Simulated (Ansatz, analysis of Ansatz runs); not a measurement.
# NV- centre in diamond: hyperfine coupling against experiment, part 2 of 2

Subject: NV- centre in diamond. Wanted: its hyperfine coupling, in one set-up (HSE06 on PBE structures, 64-site cell, PBE lattice, 420 eV, k: 2x2x2 shifted 0.5 0.5 0.5 then the zone centre alone). The model is a cell of 64 host atoms with 1 site emptied and N put on another atom's site. The isotropic coupling follows from the spin density at the nucleus, the nuclear g-factor and the total spin. Exact exchange opens the gap, stiffens bonds and lessens the self-interaction error, at many times the cost.

Ansatz 0.2.0; HSE06 on PBE structures, 64-site cell, PBE lattice, 420 eV, k: 2x2x2 shifted 0.5 0.5 0.5 then the zone centre alone.

So far: The starting structure; Relaxation, charge −1.

## 3. Contact spin densities

The relaxed structure is kept, and the final numbers are taken at the final level and k-points.

This step: plane-wave PAW DFT, HSE06; single point of a defect supercell on the structure relaxed with PBE.

point/input.yaml

```yaml
crystal:
  lattice:
    - [7.14316351, 0.0, 0.0]
    - [0.0, 7.14316351, 0.0]
    - [0.0, 0.0, 7.14316351]
  atoms:
    - { symbol: C, position: [-0.001040462, -0.001441813, 0.249569343] }
    - { symbol: C, position: [-0.001037518, 0.249678371, -0.00155707] }
    - { symbol: C, position: [0.250081308, -0.001439239, -0.001555032] }
    - { symbol: "N", position: [0.239373861, 0.238960508, 0.238838677] }
    - { symbol: C, position: [0.125768543, 0.125372617, 0.369094952] }
    - { symbol: C, position: [0.125764524, 0.369204744, 0.125250283] }
    - { symbol: C, position: [0.369618343, 0.125360105, 0.125245637] }
    - { symbol: C, position: [0.000610266, 0.000207462, 0.748990011] }
    - { symbol: C, position: [0.002684013, 0.251302528, 0.497733462] }
    - { symbol: C, position: [0.251699645, 0.002279336, 0.497730986] }
    - { symbol: C, position: [0.250981135, 0.250579584, 0.748849172] }
    - { symbol: C, position: [0.1253839, 0.124983527, 0.873590604] }
    - { symbol: C, position: [0.128256759, 0.376548852, 0.62295379] }
    - { symbol: C, position: [0.376948783, 0.127856362, 0.622949599] }
    - { symbol: C, position: [0.375574302, 0.375176096, 0.875071205] }
    - { symbol: C, position: [0.002679557, 0.497846135, 0.251187824] }
    - { symbol: C, position: [0.000611209, 0.749102998, 9.9422e-05] }
    - { symbol: C, position: [0.251697144, 0.497842941, 0.002166012] }
    - { symbol: C, position: [0.250979901, 0.748961537, 0.250469687] }
    - { symbol: C, position: [0.128256991, 0.623062672, 0.376436439] }
    - { symbol: C, position: [0.125384093, 0.873707319, 0.124872913] }
    - { symbol: C, position: [0.376946174, 0.623060469, 0.127746155] }
    - { symbol: C, position: [0.375573707, 0.875185906, 0.37506179] }
    - { symbol: C, position: [0.000299752, 0.499367188, 0.750496851] }
    - { symbol: C, position: [0.00029773, 0.750609557, 0.499252648] }
    - { symbol: C, position: [0.245502978, 0.508733369, 0.508622591] }
    - { symbol: C, position: [0.251467761, 0.750996762, 0.750883962] }
    - { symbol: C, position: [0.125864557, 0.623948551, 0.875836253] }
    - { symbol: C, position: [0.125865518, 0.875946698, 0.62383452] }
    - { symbol: C, position: [0.374851812, 0.62469241, 0.624580756] }
    - { symbol: C, position: [0.375399113, 0.875081006, 0.874967506] }
[... 24 lines left out ...]
    - { symbol: C, position: [0.500540802, 0.500140355, 0.749871391] }
    - { symbol: C, position: [0.50054129, 0.749984209, 0.500029552] }
    - { symbol: C, position: [0.750382812, 0.500139853, 0.5000275] }
    - { symbol: C, position: [0.750366312, 0.749965922, 0.749856436] }
    - { symbol: C, position: [0.625336583, 0.624936338, 0.875228024] }
    - { symbol: C, position: [0.625338568, 0.875339025, 0.624828421] }
    - { symbol: C, position: [0.87573853, 0.624936569, 0.624827373] }
    - { symbol: C, position: [0.875294235, 0.874892168, 0.874781161] }
total_charge: -1
basis:
  ecutwfc: 420
  xc_grid: 2
hamiltonian:
  xc: hse06
kpoints:
  mp_grid: { grid: [1, 1, 1] }
magnetization:
  spin_polarized: true
  initial_magnetization: 2
  spin_locking: { lock_magnetization: hard }
scf:
  occupations: { method: fermi_dirac, width: 0.01 }
  max_iter: 120
output:
  forces: true
  efg: {}
  eigenvalues: true
checkpoint:
  read: "../relax.run"
```

Started as:

```
ansatz run input.yaml --threads 2 --pin off --max-ram 3768MiB --backend cpu --events-out ev --progress --plain --runs-dir out
```

Numbers of over 12 decimals in the logs are rounded to 6 here.

Log:

```text
[...]
Warning: the atoms were moved onto the symmetric positions of the space group found under crystal.symmetry.tolerance 1.0e-5 (fractional; [...]
Warning: at least one further symmetry operation maps every atom of the structure, as the run holds it, onto an atom to within 2.42e-5 (fractional), and is not used: no operation is sought that the atoms, as the run holds them, miss by more than 2.00e-5, [...]
Warning: checkpoint.read: the run can stay near the saved state's solution: 52 site(s) moved relative to the saved geometry (max |Δs| = 5.175e-6 fractional); [...]
Warning: checkpoint.read: hamiltonian.xc differs: saved pbe, current hse06; the SCF iterates under this deck's functional from the saved state
exact exchange: scf.exx.singularity resolves to wigner_seitz, which cuts the screened interaction at the faces of the exchange supercell's Wigner-Seitz cell, so that each pair interacts once, at the shortest of its separations (the periodic images that this [...]
[...]
atom   7  C  V_zz =    +1.769263   η = 0.0524   by run symmetry: allowed
[...]
atom   9  C  V_zz =    +0.315049   η = 0.9344   by run symmetry: allowed
[...]
atom  10  C  V_zz =    +0.314725   η = 0.9346   by run symmetry: allowed
[...]
atom  16  C  V_zz =    +0.315049   η = 0.9344   by run symmetry: allowed
[...]
atom  26  C  V_zz =    -2.318780   η = 0.0954   by run symmetry: allowed
[...]
atom  41  C  V_zz =    -2.318445   η = 0.0954   by run symmetry: allowed
[...]
atom  48  C  V_zz =    -2.318445   η = 0.0954   by run symmetry: allowed
[...]
--- Band table (eV) ---
[...]
[key lines of the parts left out:]
Magnetization: 2.0000 μB (128.0000 up, 126.0000 down)
Free energy (F): -15912.657315 eV
Fermi energy:    15.251147 (↑ 15.884716, ↓ 15.110501) eV
```

Wall time 89 s (2 threads of Intel Xeon Platinum 8488C (Sapphire Rapids), shared host); peak memory 1.2 GiB.

Read from the output:

```
free energy                           : -15912.6573 eV
total moment                          : 2 μB
integral of the absolute spin density : 2.368 μB
spin contamination                    : 0.01635
```

The largest moments in the atoms' spheres: C48 0.27, C41 0.27, C26 0.27, C49 0.02, C40 0.02, C42 0.02 μB.

Isotropic hyperfine couplings from the contact spin densities (Fermi contact term with core polarisation, no dipolar part), the largest:

| atom | isotope | distance from the centre (Å) | contact spin density (e/Å³) | A (MHz) |
| --- | --- | --- | --- | --- |
| C26 | 13C | 1.64 | 1.62 | 134.8 |
| C41 | 13C | 1.64 | 1.62 | 134.7 |
| C48 | 13C | 1.64 | 1.62 | 134.7 |
| C43 | 13C | 3.90 | 0.185 | 15.4 |
| C51 | 13C | 3.90 | 0.185 | 15.4 |
| C27 | 13C | 3.90 | 0.185 | 15.4 |
| C40 | 13C | 3.89 | 0.173 | 14.4 |
| C49 | 13C | 3.90 | 0.173 | 14.4 |
| C42 | 13C | 3.90 | 0.173 | 14.4 |
| C50 | 13C | 3.90 | 0.173 | 14.4 |

## 4. Results

```json
{"14N, isotropic": "-3.6 MHz", "integral of the absolute spin density": "2.37 μB", "time of the whole chain": "3.3 min on 2 threads"}
```

In words: 14N, isotropic: computed -3.6 MHz, measured -2.51 MHz; 1.1 MHz (45 %) larger in size than the measurement. Only the isotropic (Fermi contact) part is computed, with core polarisation; no vibrational averaging. Limits: the zone centre alone is a coarse sampling for this cell; the structure comes from another functional than the final numbers; the periodic copies of the defect are only 7.1 Å apart.

[Logs are printed without paths, hosts, clocks, repeated set-up lines and the standing remarks that a program may print on its own settings, such as how far it seeks lower states.]

[Hosts, paths, dates, database ids (printed as entryN), source tags and the programs' standing remarks are cut or masked in the printed files.]

[For some hosts the program warned that the k-mesh of the response run may be too coarse for force constants and the static dielectric constant; such warnings are not shown here.]
